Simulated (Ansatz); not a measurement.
**3-layer 1T-VSSe (AA) in a perpendicular field**

Aim: how the 3-layer 1T-VSSe (AA) screens a field along its normal, and what the field does to its bands. A positive field points along +c.

Main program and level: Ansatz 0.2.0; plane-wave DFT, LDA+U, Ansatz PAW.

Most raw output is cut from this account.

## Step 1: The structure

The cell holds 9 atoms: 3 Se, 3 V and 3 S. Its edges and angles: a = 3.250 Å, b = 3.250 Å, c = 63.398 Å, α = 90.0°, β = 90.0°, γ = 120.0°. Regions: layer 1: 1T-VSSe, 3 atoms (1 Se, 1 V and 1 S); layer 2: 1T-VSSe, 3 atoms (1 Se, 1 V and 1 S); layer 3: 1T-VSSe, 3 atoms (1 Se, 1 V and 1 S). Vacuum lies along c.

Structure file:

```cif
data_structure
_symmetry_space_group_name_H-M 'P 1'
_symmetry_Int_Tables_number 1
_cell_length_a 3.2500
_cell_length_b 3.2500
_cell_length_c 63.3983
_cell_angle_alpha 90.000
_cell_angle_beta 90.000
_cell_angle_gamma 120.000
_cell_volume 579.93
loop_
_atom_site_label
_atom_site_type_symbol
_atom_site_fract_x
_atom_site_fract_y
_atom_site_fract_z
_atom_site_occupancy
Se1 Se 0.66667 0.33333 0.37225 1
V2 V 0.00000 0.00000 0.40057 1
S3 S 0.33333 0.66667 0.42534 1
Se4 Se 0.66667 0.33333 0.47345 1
V5 V 0.00000 0.00000 0.50177 1
S6 S 0.33333 0.66667 0.52655 1
Se7 Se 0.66667 0.33333 0.57466 1
V8 V 0.00000 0.00000 0.60298 1
S9 S 0.33333 0.66667 0.62775 1
```

## Step 2: Relaxing the slab

The starting cell is a guess, so the in-plane lattice and the atoms are relaxed first, with the slab cut off from its images along the normal.

input.yaml reads:

```yaml
crystal:
  lattice:
    - [3.25, 0.0, 0.0]
    - [-1.625, 2.8145825623, 0.0]
    - [0.0, 0.0, 63.3982783689]
  atoms:
    - { symbol: Se, position: [0.6666666667, 0.3333333333, 0.3722498561] }
    - { symbol: V, position: [0.0, 0.0, 0.4005697401], spin: 1.0 }
    - { symbol: S, position: [0.3333333333, 0.6666666667, 0.4253442441] }
    - { symbol: Se, position: [0.6666666667, 0.3333333333, 0.473452806] }
    - { symbol: V, position: [0.0, 0.0, 0.50177269], spin: 1.0 }
    - { symbol: S, position: [0.3333333333, 0.6666666667, 0.526547194] }
    - { symbol: Se, position: [0.6666666667, 0.3333333333, 0.5746557559] }
    - { symbol: V, position: [0.0, 0.0, 0.6029756399], spin: 1.0 }
    - { symbol: S, position: [0.3333333333, 0.6666666667, 0.6277501439] }
  periodic: [true, true, false]
magnetization:
  spin_polarized: true
kpoints:
  mp_grid: { grid: [12, 12, 1] }
hamiltonian:
  xc: lda
  hubbard: { sites: [{ species: V, l: d, u_eff: 4.0 }] }
scf:
  occupations: { method: fermi_dirac, width: 0.05 }
  convergence: { dr2_threshold: 1.0e-09 }
relax:
  f_tol: 0.004
  max_steps: 90
  cell: {}
output:
  write_potential: true
  write_density: true
  volumetric_format: npy
```

Command:

```bash
$ ansatz run input.yaml --threads 8 --pin off --max-ram 12288MiB --backend cpu --events-out ev --progress --plain --runs-dir out
```

Elapsed: 22 min, on 8 threads of Arm Neoverse V2, shared host; peak memory 7.1 GiB.

Relaxation path:

```csv
step,energy less that of the first step (eV),largest force component (eV/Å),volume (Å³)
1,0.0000,1.6821,579.93
2,-0.6104,0.4439,606.17
3,-0.6717,0.1385,601.64
4,-0.7047,0.0801,603.24
5,-0.7197,0.0864,606.12
6,-0.7210,0.0070,607.39
7,-0.7210,0.0013,607.92
8,-0.7210,0.0026,608.00
9*,-0.7237,0.0026,608.00
10,-0.7237,0.0096,608.56
11,-0.7237,0.0003,608.42
12*,-0.7238,0.0003,608.42
12*,-0.7238,0.0003,608.42
```

Relaxation steps marked * repeat the geometry before them on a plane-wave basis chosen anew for their cell, so energy and pressure can jump there.

```csv
cell as run,before,after,change
a (Å),3.250,3.329,+2.4 %
b (Å),3.250,3.329,+2.4 %
```

The atoms that moved most (Å, along periodic axes as changes of fractional coordinates times the final cell, across vacuum about the mean position):

```csv
atom,dx,dy,dz,length
S9,0.000,0.000,-0.801,0.801
Se1,0.000,0.000,0.757,0.757
V2,0.000,0.000,0.635,0.635
V8,0.000,0.000,-0.565,0.565
Se7,0.000,0.000,-0.436,0.436
S3,0.000,0.000,0.400,0.400
S6,0.000,0.000,-0.196,0.196
Se4,0.000,0.000,0.169,0.169
```

Numbers from this step:

```
energy at zero smearing : -27334.9337 eV
total moment            : 4.156 μB
```

Site moment by atom:

```csv
atom,site moment (μB)
Se1,-0.20
V2,1.59
S3,-0.16
Se4,-0.21
V5,1.58
S6,-0.17
Se7,-0.22
V8,1.57
S9,-0.16
```

The lattice constant a goes from 3.250 to 3.329 Å.

## Step 3: Single point, field 0

A sawtooth potential applies the field, turning back in the middle of the vacuum. With the dipole correction the typed value is the field outside the slab. The induced dipole is small, so the SCF threshold is tight.

The cell differs from the one that the last finished run ended in (c 63.398 → 32.640 Å).

input.yaml reads:

```yaml
crystal:
  lattice:
    - [3.328875269, 0.0, 0.0]
    - [-1.6644376345, 2.882890549, 0.0]
    - [0.0, 0.0, 32.6403892701]
  atoms:
    - { symbol: Se, position: [0.6666666667, 0.3333333333, 0.2757320057], spin: -0.2 }
    - { symbol: V, position: [0.0, 0.0, 0.3270059935], spin: 1.59 }
    - { symbol: S, position: [0.3333333333, 0.6666666667, 0.367913076], spin: -0.16 }
    - { symbol: Se, position: [0.6666666667, 0.3333333333, 0.4542840836], spin: -0.21 }
    - { symbol: V, position: [0.0, 0.0, 0.5052562717], spin: 1.58 }
    - { symbol: S, position: [0.3333333333, 0.6666666667, 0.5462279244], spin: -0.17 }
    - { symbol: Se, position: [0.6666666667, 0.3333333333, 0.6323375677], spin: -0.22 }
    - { symbol: V, position: [0.0, 0.0, 0.6833941515], spin: 1.57 }
    - { symbol: S, position: [0.3333333333, 0.6666666667, 0.7242679943], spin: -0.16 }
magnetization:
  spin_polarized: true
kpoints:
  mp_grid: { grid: [18, 18, 1] }
  band_path:
    path: [[0, 0, 0], [0.5, 0, 0], [0.33333333, 0.33333333, 0], [0, 0, 0]]
    npoints: 16
hamiltonian:
  xc: lda
  hubbard: { sites: [{ species: V, l: d, u_eff: 4.0 }] }
scf:
  occupations: { method: fermi_dirac, width: 0.05 }
  convergence: { dr2_threshold: 1.0e-10 }
efield:
  axis: 3
  dipole_correction: true
  ramp_position: 0.97
  ramp_width: 0.06
  amplitude: 0
output:
  dos: { projected: true, e_range: [-6, 5] }
  bader: true
  write_potential: true
  write_density: true
  volumetric_format: npy
  elf: true
```

Wall time 12 min (8 threads); peak memory 8.3 GiB; 90 min of CPU time.

This step gave:

```yaml
energy_at_zero_smearing: -27334.9274 eV
total_moment: 4.168 μB
work_function_upper_face: 6.351 eV
work_function_lower_face: 5.939 eV
dipole_along_the_normal: -0.02182 e·Å
step_between_the_vacuum_levels: 0.4113 eV
```

Running mean over a fixed 2.8 Å (it still follows the layers) of the planar mean; the ramp of the sawtooth is left out. Table of electron's electrostatic potential energy less the Fermi level by z:

```csv
z (Å),electron's electrostatic potential energy less the Fermi level (eV)
3.5,5.94
4.0,5.94
4.5,5.94
5.0,5.94
5.5,5.93
6.0,5.89
6.5,5.72
7.0,4.92
7.5,3.28
8.0,1.44
8.5,-0.372
9.0,-2.38
9.5,-4.50
10.0,-5.64
10.5,-6.23
11.0,-6.54
11.5,-5.87
12.0,-3.81
12.5,-1.64
13.0,-0.424
13.5,0.163
14.0,0.0907
14.5,-1.14
15.0,-3.23
15.5,-5.09
16.0,-5.92
16.5,-6.44
17.0,-6.52
17.5,-5.24
18.0,-3.00
18.5,-1.11
19.0,-0.217
19.5,0.201
20.0,-0.271
20.5,-1.87
21.0,-4.03
21.5,-5.47
22.0,-6.11
22.5,-6.51
23.0,-6.17
23.5,-4.30
24.0,-1.80
24.5,0.646
25.0,3.07
25.5,5.18
26.0,6.11
26.5,6.30
27.0,6.34
27.5,6.35
28.0,6.35
28.5,6.35
29.0,6.35
```

The density of states has structure finer than the step of the table below, so its rows give means over 0.25 eV, whole bins alone (the curve runs from -6 to 1.99 eV). Peaks (eV: height): total -4.320: 11.3, -2.770: 16.2, -2.440: 14.2, -2.330: 14.4, -1.860: 14.4, 1.580: 12.2, 1.640: 15.2; up -2.770: 10.5, -2.440: 9.32, -2.330: 8.28, -1.920: 8.40, 1.580: 12.2, 1.640: 15.2, 1.720: 9.35; down -3.850: 6.95, -2.770: 5.67, -2.330: 6.08, -2.140: 6.66, -2.030: 6.52, -1.810: 7.70, -1.620: 8.04.

Density of states against energy, zero at the Fermi level; means over each step; values in states/eV a cell:

```csv
energy (eV),total,up,down
-5.75,0.607,0.607,0
-5.50,1.37,1.37,0
-5.25,1.90,1.67,0.229
-5.00,3.95,2.39,1.56
-4.75,4.45,2.66,1.78
-4.50,7.59,4.31,3.27
-4.25,7.99,3.42,4.57
-4.00,6.81,2.87,3.94
-3.75,5.40,2.59,2.81
-3.50,4.95,2.52,2.43
-3.25,5.54,3.25,2.28
-3.00,7.69,5.25,2.44
-2.75,11.4,7.51,3.85
-2.50,10.8,6.95,3.88
-2.25,9.53,4.37,5.17
-2.00,12.2,6.27,5.88
-1.75,11.5,5.04,6.49
-1.50,7.90,3.07,4.83
-1.25,7.19,3.38,3.80
-1.00,5.26,2.09,3.17
-0.75,8.55,5.68,2.87
-0.50,5.65,3.65,2.00
-0.25,5.00,3.39,1.61
0.00,4.71,3.72,0.985
0.25,3.34,2.64,0.702
0.50,2.57,2.01,0.559
0.75,2.01,1.56,0.444
1.00,1.51,1.38,0.126
1.25,0.446,0.446,0
1.50,5.81,5.81,0
1.75,6.22,5.54,0.679
```

Projected DOS per atom over height of the atomic layer and energy from the Fermi level. Layers: Se V S Se V S Se V S from below.

Ten even steps from '0' (0.02 states/eV) to '9' (1.68 states/eV), each cell a mean:
```
160050090
080090050
100100100
100200200
211211211
331331331
332432332
454463554
523522523
635634635
897686698
756657657
468579588
667456456
323335325
423213224
526414526
527626625
224424422
112212211
000000000
000000000
```
Columns: height of the atomic layer (Å) from 9 to 23.6 (not evenly spaced); rows upwards: energy from the Fermi level (eV) from -5.96 to 1.96.

Projected DOS per atom, spin up over height of the atomic layer and energy from the Fermi level. Layers: Se V S Se V S Se V S from below.

Values in states/eV, 22 rows by 9 columns, each cell a mean:
```
0.18 0.79 0.11 0.15 0.54 0.09 0.17 1.25 0.10
0.13 1.45 0.07 0.16 1.68 0.10 0.12 0.99 0.09
0.20 0.04 0.12 0.18 0.04 0.11 0.21 0.04 0.13
0.25 0.13 0.13 0.27 0.14 0.15 0.26 0.13 0.14
0.31 0.25 0.17 0.32 0.28 0.19 0.32 0.27 0.17
0.40 0.53 0.22 0.36 0.49 0.24 0.39 0.57 0.22
0.24 0.60 0.23 0.31 0.61 0.26 0.25 0.56 0.28
0.26 0.90 0.53 0.25 0.96 0.40 0.31 0.91 0.50
0.32 0.34 0.20 0.24 0.32 0.19 0.27 0.34 0.24
0.43 0.36 0.29 0.41 0.40 0.30 0.37 0.37 0.34
0.68 1.05 0.31 0.51 1.01 0.29 0.51 1.00 0.37
0.63 0.63 0.34 0.63 0.60 0.30 0.58 0.57 0.31
0.31 0.89 0.75 0.50 1.06 0.94 0.53 1.17 0.89
0.69 0.99 0.79 0.46 0.74 0.57 0.44 0.75 0.73
0.28 0.34 0.37 0.33 0.45 0.54 0.29 0.34 0.38
0.27 0.21 0.23 0.21 0.25 0.27 0.23 0.25 0.34
0.38 0.27 0.37 0.33 0.19 0.29 0.33 0.26 0.33
0.48 0.33 0.50 0.40 0.28 0.39 0.53 0.35 0.46
0.21 0.30 0.43 0.43 0.34 0.51 0.34 0.32 0.33
0.13 0.25 0.31 0.20 0.26 0.34 0.21 0.21 0.18
0.11 0.18 0.17 0.13 0.17 0.17 0.15 0.17 0.13
0.03 0.05 0.04 0.05 0.06 0.05 0.02 0.03 0.02
```
Columns: height of the atomic layer (Å) from 9 to 23.6 (not evenly spaced); rows upwards: energy from the Fermi level (eV) from -5.96 to 1.96.

Projected DOS per atom, spin down over height of the atomic layer and energy from the Fermi level. Layers: Se V S Se V S Se V S from below.

Ten even steps from '_' (0.00 states/eV) to '@' (1.03 states/eV), each cell a mean:
```
__::____--____::__
__________________
__________________
__________________
..____..____..____
::____::____..____
--__..--__..--__..
++__::++..::++__::
++..--++..::**..--
**::****::++**::++
##++@@**==%%++++@@
++--##++--%%++--@@
==::**==::**==..++
--..==--..++::..--
--__::::__--::..==
==..--::__::::..==
++..**==..++++..**
==..****..##++..--
..__::--..----__..
____..::__....____
__________________
__________________
```
Columns: height of the atomic layer (Å) from 9 to 23.6 (not evenly spaced); rows upwards: energy from the Fermi level (eV) from -5.96 to 1.96.

Deep bands are left out, so band numbers here count from the lowest band kept and differ from the log's. The electronic bands at the labelled points (eV, zero at the Fermi level; # counts the bands kept):

```csv
point,up #19,up #21,up #22,up #24,down #14,down #15,down #17,down #18
Γ,1.04,1.15,1.15,1.21,0.89,1.00,1.06,1.06
halfway,-0.76,-0.30,0.65,0.89,-0.89,-0.47,-0.11,-0.03
M,-0.81,-0.73,-0.28,-0.21,-1.63,-1.23,-0.67,-0.57
halfway,-0.55,-0.31,-0.22,0.05,-1.87,-1.80,-1.65,-1.38
K,-0.45,-0.20,-0.20,0.05,-2.01,-1.87,-1.76,-1.65
halfway,-0.87,-0.68,0.34,0.63,-1.18,-1.11,-0.75,-0.49
Γ,1.04,1.15,1.15,1.21,0.89,1.00,1.06,1.06
```

Spin density in the ca plane at fractional y = 0.000, with atoms of V within 0.2 Å of it.

Ten even steps from '0' (0.0 e/Å³) to '9' (1.8 e/Å³), each cell a mean:
```
00000000000000000000000276100000000000027610
00000000000000000000000122100000000000012210
00000000000000000000000000000000000000000000
00000000000000000000000000000000000000000000
00000000000000000000000000000000000000000000
00000000000000000000000000000000000000000000
00000000000000000000000011000000000000001100
00000000000000000000000254100000000000024410
00000000000000000000000397100000000000029810
```
Columns run along c (16.0 Å, from fractional 0.06 to 0.55 of the cell), rows up along a (3.3 Å). Atoms in or near the plane, at fractional coordinates: V at (0.33, 0.00), V at (0.51, 0.00).

Electrostatic potential energy in the ca plane at fractional y = 0.000, with atoms of V within 0.2 Å of it. With pseudopotentials it is smooth inside the atoms' cores, unlike the true potential.

Ten even steps from '0' (-29 eV) to '9' (8 eV), each cell a mean:
```
99999999999999999999973000058999999998300005
99999999999999999999886201378999999988620037
99999999999999999988788766788899998878876678
99999999999999999986678888877889998667888887
99999999999999999976578888877789998656888887
99999999999999999987778877887899998777887788
99999999999999999998887433578999999888753357
99999999999999999999884000168999999988500016
99999999999999999999972011058999999997301104
```
Columns run along c (16.0 Å, from fractional 0.06 to 0.55 of the cell; values clipped at the 3rd and 97th percentile), rows up along a (3.3 Å). Atoms in or near the plane, at fractional coordinates: V at (0.33, 0.00), V at (0.51, 0.00).

Valence density in the ca plane at fractional y = 0.000, with atoms of V within 0.2 Å of it. It is the smooth field of the valence electrons, not physical close to the nuclei.

Ten steps, logarithmic in the rise over the least value, from '0' (0 e/Å³) to '9' (14 e/Å³), each cell a mean:
```
00000000000000000001113799621100000111379962
00000000000000000011222566421110001112246642
00000000000000000112222222222210011222222222
00000000000000000123322112233211012333211223
00000000000000000123332111233221112333211123
00000000000000000122222222222211012222222222
00000000000000000012222344322110001122234432
00000000000000000001113687521100000111368852
00000000000000000001114899621000000111379972
```
Columns run along c (16.0 Å, from fractional 0.06 to 0.55 of the cell), rows up along a (3.3 Å). Atoms in or near the plane, at fractional coordinates: V at (0.33, 0.00), V at (0.51, 0.00).

The work function of the upper face is 6.35 eV.

## Step 4: Single point, field 0.05 V/Å

input.yaml: that of step 3 with these lines changed.

```diff
@@ -33,6 +33,4 @@
   ramp_width: 0.06
-  amplitude: 0
+  amplitude: 0.05
 output:
-  dos: { projected: true, e_range: [-6, 5] }
-  bader: true
   write_potential: true
@@ -40,2 +38 @@
   volumetric_format: npy
-  elf: true
```

Run time: 11 min. Hardware: 8 threads; peak memory 8.2 GiB.

The dipole is 0.0226 e·Å, 0.0444 e·Å from its value without field.

## Step 5: Atoms held, field -0.05 V/Å

input.yaml: that of step 4 with these lines changed.

```diff
@@ -33,3 +33,3 @@
   ramp_width: 0.06
-  amplitude: 0.05
+  amplitude: -0.05
 output:
```

Run time: 11 min. Hardware: 8 threads; peak memory 8.2 GiB.

The dipole is -0.0663 e·Å, -0.0444 e·Å from its value without field.

## Step 6: Single point, field 0.1 V/Å

input.yaml: that of step 5 with these lines changed.

```diff
@@ -31,5 +31,5 @@
   dipole_correction: true
-  ramp_position: 0.97
-  ramp_width: 0.06
-  amplitude: -0.05
+  ramp_position: 0.9617
+  ramp_width: 0.072
+  amplitude: 0.1
 output:
```

Wall time 11 min (8 threads); peak memory 8.3 GiB.

The dipole is 0.0671 e·Å, 0.0889 e·Å from its value without field.

## Step 7: Single point, field 0.2 V/Å

input.yaml: that of step 6 with these lines changed.

```diff
@@ -33,3 +33,3 @@
   ramp_width: 0.072
-  amplitude: 0.1
+  amplitude: 0.2
 output:
```

The job ended after 11 min (8 threads; peak memory 8.3 GiB; 83 min of CPU time).

The dipole is 0.156 e·Å, 0.178 e·Å from its value without field.

[end of part 1 of 2]

[Logs are printed without paths, hosts, clocks, repeated set-up lines and the standing remarks that a program may print on its own settings, such as how far it seeks lower states.]

[Hosts, paths, dates, database ids (printed as entryN), source tags and the programs' standing remarks are cut or masked in the printed files.]

[Maps of the electrostatic potential energy from Ansatz leave out the sawtooth potential of an applied field or a dipole correction, so their vacuum need not be flat; planar profiles and work functions include it.]
